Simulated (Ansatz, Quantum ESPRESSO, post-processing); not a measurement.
# vacuum gap of 4.5 Å between two V(110) faces: ballistic transmission, part 3 of 3

How well does the junction conduct in the ballistic limit? It is: vacuum gap of 4.5 Å between two V(110) faces.

Quantum ESPRESSO 7.5; plane-wave DFT, PBE, GBRV ultrasoft pseudopotentials; cross-check by Ansatz 0.2.0 with PAW datasets.

So far. Step 3 (The open system): The run is unpolarised; a magnetic state was not tried, may lie lower and would change T. Step 3 (The open system): At no point does T exceed the number of channels.

## Step 4: The open system, with nz1 = 11

Level of this step: transmission by pwcond, lead and junction from one cell; plane-wave DFT, PBE, GBRV ultrasoft pseudopotentials (Quantum ESPRESSO).

A sensitivity test on the input.

Contents of cond.w.in:

```
&inputcond
  outdir = './out'
  prefixt = 'scf'
  tran_file = 'cond.w.dat'
  bdl = 1.4142135619
  bds = 12.1116184415
  ikind = 1
  ewind = 4.0
  epsproj = 1e-05
  nz1 = 11
  energy0 = 0.4
  denergy = -0.4
/
21
  0.00000000 0.00000000 0.01562500
  0.00000000 0.12500000 0.03125000
  0.00000000 0.25000000 0.03125000
  0.00000000 0.37500000 0.03125000
  0.00000000 0.50000000 0.01562500
  0.12500000 0.00000000 0.06250000
  0.12500000 0.25000000 0.06250000
  0.12500000 0.37500000 0.06250000
  0.12500000 0.50000000 0.06250000
  0.25000000 0.00000000 0.06250000
  0.25000000 0.12500000 0.03125000
  0.25000000 0.37500000 0.06250000
  0.25000000 0.50000000 0.06250000
  0.25000000 0.62500000 0.03125000
  0.37500000 0.00000000 0.06250000
  0.37500000 0.12500000 0.06250000
  0.37500000 0.50000000 0.06250000
  0.37500000 0.62500000 0.06250000
  0.50000000 0.00000000 0.03125000
  0.50000000 0.12500000 0.06250000
  0.50000000 0.25000000 0.03125000
3
```

The run is started by

```bash
$ OMP_NUM_THREADS=1 mpirun -n 4 pwcond.x -in cond.w.in > cond.w.out
```

Numbers of over 12 decimals in the logs are rounded to 6 here.

The log of the run:

```text
[banner, memory and clock lines left out]
Program PWCOND v.7.5 starts
[citation notice left out]

[...]
./out/scf.save/

[...]
negative rho (up, down):  1.667E-02 0.000E+00
     Reading collected, re-writing distributed wavefunctions

===== INPUT FILE containing all the regions =====

     GEOMETRY:

     lattice parameter (alat)  =       5.6503  a.u.
     the volume                =    1544.8892 (a.u.)^3
     the cross section         =      22.5749 (a.u.)^2
     l of the unit cell        =      12.1116 (alat)
     number of atoms/cell      =           16
     number of atomic types    =            1

     crystal axes: (cart. coord. in units of alat)
               a(1) = (  1.0000  0.0000  0.0000 )
               a(2) = (  0.5000  0.7071  0.0000 )
               a(3) = (  0.0000  0.0000 12.1116 )

   Cartesian axes

     site n.     atom                  positions (alat units)
          1        V      tau(  1)=(  0.0000  0.0000 12.1116  )
          2        V      tau(  2)=(  0.5000  0.0000  0.7071  )
          3        V      tau(  3)=(  0.0000  0.0000  1.4142  )
          4        V      tau(  4)=(  0.5000  0.0000  2.1213  )
          5        V      tau(  5)=(  0.0000  0.0000  2.8284  )
          6        V      tau(  6)=(  0.5000  0.0000  3.5355  )
          7        V      tau(  7)=(  0.0000  0.0000  4.2426  )
          8        V      tau(  8)=(  0.5000  0.0000  4.9497  )
          9        V      tau(  9)=(  0.0000  0.0000  6.4548  )
         10        V      tau( 10)=(  0.5000  0.0000  7.1619  )
         11        V      tau( 11)=(  0.0000  0.0000  7.8690  )
         12        V      tau( 12)=(  0.5000  0.0000  8.5761  )
         13        V      tau( 13)=(  0.0000  0.0000  9.2832  )
         14        V      tau( 14)=(  0.5000  0.0000  9.9903  )
         15        V      tau( 15)=(  0.0000  0.0000 10.6974  )
         16        V      tau( 16)=(  0.5000  0.0000 11.4045  )

     nr1s                      =           24
     nr2s                      =           20
     nr3s                      =          288
     nr1sx                     =           24
     nr2sx                     =           20
     nr3sx                     =          288
     nr1                       =           25
     nr2                       =           24
     nr3                       =          320
     nr1x                      =           25
     nr2x                      =           24
     nr3x                      =          320

 _______________________________
  Radii of nonlocal spheres:

     type       ibeta     ang. mom.          radius (alat units)
       V          1         0                    0.3203
       V          2         0                    0.3203
       V          3         1                    0.3203
       V          4         1                    0.3203
       V          5         2                    0.3203
       V          6         2                    0.3203
----- General information -----

--- T calc. with identical leads (ikind=1) ---

     nrx                       =           24
     nry                       =           20
     nz1                       =           11

     energy0               =         4.0E-01
     denergy               =        -4.0E-01
     nenergy               =          3
     ecut2d                =         4.0E+01
     ewind                 =         4.0E+00
     epsproj               =         1.0E-05

     number of k_|| points=   21
                       cryst. coord.
        k(    1) = (   0.0000000   0.0000000), wk =   0.0156250
        k(    2) = (   0.0000000   0.1250000), wk =   0.0312500
[...]
k(   21) = (   0.5000000   0.2500000), wk =   0.0312500
----- Information about left/right lead -----

     nocros                   =           18
     noins                    =           18
     norb                     =           54
     norbf                    =          270
     nrz                      =           34

      iorb      type   ibeta   ang. mom.   m       position (alat)
        1        1       1        0        1   taunew(   1)=(  0.0000  0.0000  0.0000)
        2        1       2        0        1   taunew(   2)=(  0.0000  0.0000  0.0000)
[...]
54        1       6        2        5   taunew(  54)=(  0.0000  0.0000  1.4142)
    k slab    z(k)  z(k+1)     crossing(iorb=1,norb)
    1   0.0000 0.0416 0.0416   111111111111111111000000000000000000000000000000000000
    2   0.0416 0.0832 0.0416   111111111111111111000000000000000000000000000000000000
[...]
34   1.3726 1.4142 0.0416   000000000000000000000000000000000000111111111111111111
----- Information about scattering region -----

     noins                    =          234
     norb                     =          270
     norbf                    =          270
     nrz                      =          254

      iorb      type   ibeta   ang. mom.   m       position (alat)
        1        1       1        0        1   taunew(   1)=(  0.0000  0.0000  0.0000)
        2        1       2        0        1   taunew(   2)=(  0.0000  0.0000  0.0000)
[...]
270        1       6        2        5   taunew( 270)=(  0.0000  0.0000 10.6974)
 ngper, shell number =           69          18
 ngper, n2d =           69          56
---  E-Ef =    0.4000000  k =    0.0000000   0.0000000
---  ie =          1  ik =          1
 Nchannels of the left tip =            3
 Right moving states:
   k1(2pi/a)   k2(2pi/a)   E-Ef (eV)
  -0.0673750   0.0000000   0.4000000
  -0.1407484  -0.0000029   0.4000000
  -0.2730126   0.0000027   0.4000000
 Left moving states:
   k1(2pi/a)   k2(2pi/a)   E-Ef (eV)
   0.0673750   0.0000000   0.4000000
   0.1407484  -0.0000029   0.4000000
   0.2730126   0.0000027   0.4000000

 to transmit
 Band j to band i transmissions and reflections:
    j         i     |T_ij|^2    |R_ij|^2

    1 -->     1     0.00000     1.00000
    1 -->     2     0.00000     0.00000
    1 -->     3     0.00000     0.00000
   Total T_j, R_j =    0.00000  1.00000

    2 -->     1     0.00000     0.00000
    2 -->     2     0.00003     0.98284
    2 -->     3     0.00564     0.01148
   Total T_j, R_j =    0.00567  0.99433

    3 -->     1     0.00000     0.00000
    3 -->     2     0.00520     0.01147
    3 -->     3     0.84164     0.14169
   Total T_j, R_j =    0.84684  0.15316

E-Ef(ev), T(x2 spins) =    0.4000000   1.7050331
---  E-Ef =    0.0000000  k =    0.0000000   0.0000000
---  ie =          2  ik =          1
 Nchannels of the left tip =            3
 Right moving states:
   k1(2pi/a)   k2(2pi/a)   E-Ef (eV)
  -0.3277116   0.0000000   0.0000000
  -0.3888981   0.0000061   0.0000000
  -0.4829831  -0.0000045   0.0000000
 Left moving states:
   k1(2pi/a)   k2(2pi/a)   E-Ef (eV)
   0.3277116   0.0000000   0.0000000
   0.3888981   0.0000061   0.0000000
   0.4829831  -0.0000045   0.0000000

 to transmit
 Band j to band i transmissions and reflections:
    j         i     |T_ij|^2    |R_ij|^2

    1 -->     1     0.00001     0.99999
    1 -->     2     0.00000     0.00000
    1 -->     3     0.00000     0.00000
   Total T_j, R_j =    0.00001  0.99999

    2 -->     1     0.00000     0.00000
    2 -->     2     0.39555     0.11568
    2 -->     3     0.20587     0.28290
   Total T_j, R_j =    0.60142  0.39858

    3 -->     1     0.00000     0.00000
    3 -->     2     0.20832     0.28279
    3 -->     3     0.10782     0.40107
   Total T_j, R_j =    0.31613  0.68387

E-Ef(ev), T(x2 spins) =    0.0000000   1.8351172
---  E-Ef =   -0.4000000  k =    0.0000000   0.0000000
---  ie =          3  ik =          1
 Nchannels of the left tip =            1
 Right moving states:
   k1(2pi/a)   k2(2pi/a)   E-Ef (eV)
  -0.4945235   0.0000000  -0.4000000
 Left moving states:
   k1(2pi/a)   k2(2pi/a)   E-Ef (eV)
   0.4945235   0.0000000  -0.4000000

 to transmit
 Band j to band i transmissions and reflections:
    j         i     |T_ij|^2    |R_ij|^2

    1 -->     1     0.00002     0.99998
   Total T_j, R_j =    0.00002  0.99998

E-Ef(ev), T(x2 spins) =   -0.4000000   0.0000416
 ngper, shell number =           70          39
 ngper, n2d =           70          57
[... further energies and points left out ...]
---  E-Ef =    0.4000000  k =    0.5000000   0.2500000
---  ie =          1  ik =         21
 Nchannels of the left tip =            1
 Right moving states:
   k1(2pi/a)   k2(2pi/a)   E-Ef (eV)
  -0.1707926  -0.0000008   0.4000000
 Left moving states:
   k1(2pi/a)   k2(2pi/a)   E-Ef (eV)
   0.1707925  -0.0000008   0.4000000

 to transmit
 Band j to band i transmissions and reflections:
    j         i     |T_ij|^2    |R_ij|^2

    1 -->     1     0.04877     0.95123
   Total T_j, R_j =    0.04877  0.95123

E-Ef(ev), T(x2 spins) =    0.4000000   0.0975398
---  E-Ef =    0.0000000  k =    0.5000000   0.2500000
---  ie =          2  ik =         21
 Nchannels of the left tip =            1
 Right moving states:
   k1(2pi/a)   k2(2pi/a)   E-Ef (eV)
  -0.2875787  -0.0000015   0.0000000
 Left moving states:
   k1(2pi/a)   k2(2pi/a)   E-Ef (eV)
   0.2875785  -0.0000015   0.0000000

 to transmit
 Band j to band i transmissions and reflections:
    j         i     |T_ij|^2    |R_ij|^2

    1 -->     1     0.12079     0.87921
   Total T_j, R_j =    0.12079  0.87921

E-Ef(ev), T(x2 spins) =    0.0000000   0.2415733
---  E-Ef =   -0.4000000  k =    0.5000000   0.2500000
---  ie =          3  ik =         21
 Nchannels of the left tip =            1
 Right moving states:
   k1(2pi/a)   k2(2pi/a)   E-Ef (eV)
  -0.4548073  -0.0000028  -0.4000000
 Left moving states:
   k1(2pi/a)   k2(2pi/a)   E-Ef (eV)
   0.4548072  -0.0000028  -0.4000000

 to transmit
 Band j to band i transmissions and reflections:
    j         i     |T_ij|^2    |R_ij|^2

    1 -->     1     0.50463     0.49537
   Total T_j, R_j =    0.50463  0.49537

E-Ef(ev), T(x2 spins) =   -0.4000000   1.0092526
   T_tot     0.40000      0.32343E+00
   T_tot     0.00000      0.53373E+00
   T_tot    -0.40000      0.48062E+00

[...]
```

Run time: 64 s. Hardware: 4 MPI ranks of Arm Neoverse V2, shared host; peak memory 0.25 GiB; 4.3 min of CPU time.

Beside the run it was changed from:

```csv
quantity,this run,unchanged run,difference
"transmission at the Fermi level, one spin",0.2669,0.2674,-5.1e-4
"lead channels at the Fermi level, one spin",1.703,1.703,0
wall time (s),64,55,
```

Over all energies T moves by up to 8.3e-4, at -0.4 eV.

The physical values in this table move by up to 0.19 %.

## Step 5: Cross-check with Ansatz

As a check, the same structure is run in Ansatz.

Level of this step: plane-wave DFT, PBE, Ansatz PAW (Ansatz 0.2.0).

Contents of input.yaml:

```yaml
crystal:
  lattice:
    - [2.99, 0.0, 0.0]
    - [1.495, 2.1142492757, 0.0]
    - [0.0, 0.0, 36.2137391362]
  atoms:
    - { symbol: V, position: [0.0, 0.0, 0.0] }
    - { symbol: V, position: [0.5, 0.0, 0.058382518] }
    - { symbol: V, position: [0.0, 0.0, 0.1167650359] }
    - { symbol: V, position: [0.5, 0.0, 0.1751475539] }
    - { symbol: V, position: [0.0, 0.0, 0.2335300719] }
    - { symbol: V, position: [0.5, 0.0, 0.2919125898] }
    - { symbol: V, position: [0.0, 0.0, 0.3502951078] }
    - { symbol: V, position: [0.5, 0.0, 0.4086776258] }
    - { symbol: V, position: [0.0, 0.0, 0.5329398563] }
    - { symbol: V, position: [0.5, 0.0, 0.5913223742] }
    - { symbol: V, position: [0.0, 0.0, 0.6497048922] }
    - { symbol: V, position: [0.5, 0.0, 0.7080874102] }
    - { symbol: V, position: [0.0, 0.0, 0.7664699281] }
    - { symbol: V, position: [0.5, 0.0, 0.8248524461] }
    - { symbol: V, position: [0.0, 0.0, 0.8832349641] }
    - { symbol: V, position: [0.5, 0.0, 0.941617482] }
kpoints:
  mp_grid: { grid: [10, 11, 1] }
hamiltonian:
  xc: pbe
scf:
  occupations: { method: fermi_dirac, width: 0.1 }
  convergence: { dr2_threshold: 1.0e-08 }
output:
  transmission: { leads: [[0, 2]], e_range: [-0.4, 0.4], de: 0.4, kmesh: [8, 8] }
  write_potential: true
  write_density: true
  volumetric_format: npy
```

The run is started by

```bash
$ ansatz run input.yaml --threads 4 --pin off --max-ram 8192MiB --backend cpu --events-out ev --progress --plain --runs-dir out
```

The log of the run:

```text
Warning: crystal.symmetry: narrowed to the stabiliser of the k-point mesh — unitary ops 8 → 4; excluded 4 operations that carry a point of the 10×11×1 mesh (shift [0, 0, 0]) off the mesh (the run samples exactly the mesh kpoints.mp_grid names, as under crystal.symmetry.detect: false, and its converged state has the mesh's symmetry, not the crystal's; ε∞, the Born charges and the force constants of a linear response (`dielectric:` by the response, `phonons.method: dfpt`) are averaged over those of the crystal's operations that the state keeps within a tolerance, where `mesh_tensors`, `unaveraged_element` or `gamma_mean_max_change_ev_ang2` stands beside them; [rest of the remark cut]
Engine: ansatz 0.2.0, aarch64-unknown-linux-gnu
Pseudopotentials: kind: paw
Pseudopotential: V, paw, valence charge 13, recommended cutoff 420 eV (normal), V.paw.azcp
Functional definition: PBE
  parameter kappa = 0.804
  parameter beta = 0.066725
  exchange = pbe_x(kappa = kappa, mu = beta*pi^2/3)
  correlation = pbe_c(beta = beta)
Crystal: 16 atoms, lattice volume = 228.929 Å³
Basis set: ecut = 420 eV, 4443 PW (Γ)
Bands: 125, of which v1, the nominal top of the filled ones, is band 104 counted from 1 (103 counted from 0)
Symmetry: 4 space group operations
k-points: 56 of 110
Non-local potential: V, projectors of the file, l = 0: 3, l = 1: 2, l = 2: 3, l = 3: 1
PAW form: soft (Blöchl's): semilocal exchange-correlation on the pseudo side does not see the compensation charge
PAW one-centre angular grid: V, 590 points (default); XC on 64 Gauss nodes
Initial density: superposition of atomic densities (neutral atoms: chi_scale 0, normalization atom), corrected by the library's trained network
Initial wavefunctions: pseudopotential atomic-orbital guess
Functional: x = pbe(κ = 0.804, μ = 0.219515), c = pbe(β = 0.066725)
SCF iter   1: F=—  HF=-46597.665928 eV  |F-HF|=—  |Δ(HF+E_count)|=         —  Δρ=3.57e-2  dr2=2.33e2  ethr=1.77e-3  ⟨swp⟩=6.4  Hψ=24760  notcnv=0
preconditioner: auto → LDOS  [metal: Δε(μ)=0.003 eV  Ē_g=2.972 eV  σ=0.100 eV  W_gap=0.01  n_scr=66 (ndim 8)  ℏωp=22.0 eV  f_vac=0.040  D(μ)=26.31/eV (n_scr^D=344)  β→1.0]
SCF iter   2: F=—  HF=-46597.275361 eV  |F-HF|=—  |Δ(HF+E_count)|=   3.91e-1  Δρ=3.93e-3  dr2=5.68e-1  ethr=1.77e-3  ⟨swp⟩=2.8  Hψ=9173  notcnv=0
SCF iter   3: F=—  HF=-46597.274915 eV  |F-HF|=—  |Δ(HF+E_count)|=   4.46e-4  Δρ=3.29e-3  dr2=4.46e-2  ethr=2.73e-4  ⟨swp⟩=2.1  Hψ=9745  notcnv=0
SCF iter   4: F=—  HF=-46597.267177 eV  |F-HF|=—  |Δ(HF+E_count)|=   7.74e-3  Δρ=5.03e-4  dr2=3.29e-3  ethr=2.14e-5  ⟨swp⟩=2.0  Hψ=12540  notcnv=0
SCF iter   5: F=—  HF=-46597.267146 eV  |F-HF|=—  |Δ(HF+E_count)|=   3.08e-5  Δρ=1.96e-4  dr2=3.61e-4  ethr=1.58e-6  ⟨swp⟩=2.0  Hψ=7991  notcnv=0
SCF iter   6: F=—  HF=-46597.267146 eV  |F-HF|=—  |Δ(HF+E_count)|=   1.75e-7  Δρ=5.18e-5  dr2=1.04e-5  ethr=1.73e-7  ⟨swp⟩=2.0  Hψ=8480  notcnv=0
SCF iter   7: F=—  HF=-46597.267515 eV  |F-HF|=—  |Δ(HF+E_count)|=   3.69e-4  Δρ=2.78e-5  dr2=1.11e-5  ethr=5.00e-9  ⟨swp⟩=2.1  Hψ=11665  notcnv=0
SCF iter   8: F=—  HF=-46597.267515 eV  |F-HF|=—  |Δ(HF+E_count)|=   6.25e-8  Δρ=8.66e-6  dr2=4.88e-7  ethr=5.00e-9  ⟨swp⟩=1.2  Hψ=7020  notcnv=0
SCF iter   9: F=—  HF=-46597.267515 eV  |F-HF|=—  |Δ(HF+E_count)|=   4.93e-9  Δρ=3.38e-6  dr2=1.59e-7  ethr=2.35e-10  ⟨swp⟩=2.0  Hψ=9153  notcnv=0
SCF iter  10: F=-46597.267515 eV  HF=-46597.267515 eV  |F-HF|=4.34e-9  |Δ(HF+E_count)|=  4.66e-10  Δρ=1.06e-6  dr2=6.00e-9  ethr=4.81e-12  ⟨swp⟩=6.4  Hψ=18278  notcnv=0
SCF 1 converged in 10 iterations: F = -46597.267515 eV  dr2 = 6.00e-9
  greatest PAW one-centre occupation: 1.000 electrons in one spin orbital (limit 2), on the V atom at site 10 (counted from 0), in its partial waves of l = 0
transmission: 165 of 1564 steps passed
transmission: 321 of 1564 steps passed
[...]
transmission: 1564 of 1564 steps passed
SCF converged after 10 iterations
Free energy (F): -46597.267515 eV
Harris-Foulkes:  -46597.267515 eV  (|F-HF|=4.34e-9)
Internal energy: -46596.347100 eV  (E = F + TS)
E sigma→0 (E₀):  -46596.807308 eV
Entropy (-TS):   -0.920414 eV (-57.526 meV/atom)
Fermi energy:    15.400861 eV
--- Per-component energies (eV) ---
  E_band       = -2551.632702
  E_kinetic    = 5381.112700
  E_local      = -31078.196033  (includes V_loc(G=0)·N_el)
  E_nonlocal   = -726.062470
  E_hartree    = 14841.216317
  E_xc         = -2085.954269
  E_vxc        = -2644.372725  (∫ρ·V_xc dr)
  E_paw        = -17805.126311  (= ΣΔE_a)
  E_vpaw       = -3166.542510  (= ΣTr[D̂ρ^β])
  E_aug_tail   = 0.004135  (compensation charges beyond the density's cutoff)
  E_ewald      = -15123.341168
  E_smearing   = -0.920414  (= −TS)
  E_closure    = -0.000000  (closes the sum)
  Σ components = -46597.267515   (vs F -46597.267515, Δ=0.00e0)
--- Band table (eV; the first three rows and the last of 56) ---
  k-point 0: bands = [... 100 lower, 15.6536, 15.7016, 15.7157, 15.7340, 15.7540, 15.7810, 15.7839, 15.7850, ... 17 higher]
  k-point 1: bands = [... 100 lower, 15.6259, 15.6768, 15.6901, 15.7198, 15.7245, 15.7291, 15.7334, 15.7606, ... 17 higher]
  k-point 2: bands = [... 100 lower, 15.5985, 15.6220, 15.6406, 15.6414, 15.6622, 15.7178, 15.7436, 15.7527, ... 17 higher]
  k-point 55: bands = [... 100 lower, 15.2310, 15.3106, 15.5298, 15.6566, 15.8170, 15.9979, 16.2039, 16.3687, ... 17 higher]
--- Transmission ---
  basis      : 55 plane waves across, 46 finite elements along
  points     : 34, standing for a mesh of 8 x 8
  energies   : 3 from -0.400000 to 0.400000 eV about the Fermi level, 0.400000 eV apart; the leads are filled to 0.000000 eV, and channels, transmission and decay are at 0.000000 eV
  crystal 0  : V2, at the sites [0, 2], period 4.2285 Å, over 33.83 Å; its Hamiltonian steps by up to 2.1 meV
    offset         : up to 0.0000 Å between an atom of the period and one for which it stands
    channels       : 1.828125e0 a spin
    conductance    : none, the energies end too early or step too widely for 300 K: set another output.transmission.e_range or a lower de, or, where they end at an eighth of basis.ecutwfc, a higher one
    slowest decay  : 0.1065 /Å at (0.2500, 0.0000)
  junction   : crystal 0 to crystal 0, -0.36 to 31.63 Å
    transmission   : 2.659091e-1 a spin
    conductance    : none, the energies end too early or step too widely for 300 K: set another output.transmission.e_range or a lower de, or, where they end at an eighth of basis.ecutwfc, a higher one
```

Elapsed: 36 s, on 4 threads; peak memory 1.6 GiB; 2.3 min of CPU time.

This step gave:

| Quantity | Value |
| --- | --- |
| free energy | -46597.2675 eV |
| energy at zero smearing | -46596.8073 eV |
| smearing term TS | 0.9204 eV |
| Fermi energy | 15.40 eV |
| symmetry operations | 4 |
| transmission at the Fermi level, one spin | 0.2659 |
| lead channels at the Fermi level, one spin | 1.828 |
| step of the lead's Hamiltonian over a period | 2.1 meV |

Per spin; mean over the k mesh across the current. Table of transmission, zone mean by energy, zero at the Fermi level:

```csv
energy (eV),"transmission, zone mean"
-0.400,0.255
0.000,0.266
0.400,0.166
```

Per spin; mean over the k mesh across the current. Table of open channels, zone mean by energy, zero at the Fermi level:

```csv
energy (eV),"open channels, zone mean"
-0.400,1.39
0.000,1.83
0.400,1.05
```

Ansatz finds T = 0.266 against pwcond's 0.267.

## Step 6: All levels side by side

All levels:

```csv
step,T at the Fermi level (per spin),conductance (G0),r.m.s. T(E) from the first,CPU time of the step (s),peak memory (GiB)
Ansatz,0.2659,-,0,137.6,1.65
pwcond,0.2674,0.2674,0.009668,218.8,0.24
"pwcond, changed setting",0.2669,0.2669,0.00915,257.1,0.25
```

Per spin; mean over the k mesh across the current. Transmission, zone mean against energy, zero at the Fermi level:

```csv
energy (eV),Ansatz,pwcond,"pwcond, changed setting"
-0.400,0.255,0.239,0.240
0.000,0.266,0.267,0.267
0.400,0.166,0.161,0.162
```

## Step 7: A check by hand

The Landauer sum over the mesh, Σ w T = 0.0625 × 0.961 + 0.0625 × 0.749 + 0.0625 × 0.709 + … = 0.2674.

G = 0.267 × 77.48 µS = 20.7 µS a cell. Times the area of 6.322 Å², the resistance-area product is A/G = 3.05 fΩ m², the leads' contact resistance included.

## Step 8: Outcome

| Property | Result |
| --- | --- |
| conductance from T at the Fermi level, a cell (G₀ = 2e²/h) | 0.267 G₀ |
| conductance per area | 328 S/μm² |
| lead channels per spin | 1.70 |
| the same conductance by Ansatz | 0.266 G₀ |

What this shows: The junction conducts 0.267 G₀ a cell at the Fermi level (PBE, GBRV ultrasoft). At the Fermi level the junction passes 16 % of what the leads offer. At the Fermi level pwcond and Ansatz differ by 0.55 %, a close match. Points with over 2.5 times the mean carry 70 % of T, so the mean leans on few points, and the mesh was not tested. Over -0.4 to 0.4 eV, T lies between 0.16 and 0.27 per spin. The geometry is as built, not relaxed, and the leads are short. Semilocal functionals lack the image potential in a vacuum gap. The runs have no spin polarisation, although V can carry a moment.

[Logs are printed without paths, hosts, clocks, repeated set-up lines and the standing remarks that a program may print on its own settings, such as how far it seeks lower states.]

[Hosts, paths, dates, database ids (printed as entryN), source tags and the programs' standing remarks are cut or masked in the printed files.]

[Maps of the electrostatic potential energy from Ansatz leave out the sawtooth potential of an applied field or a dipole correction, so their vacuum need not be flat; planar profiles and work functions include it.]
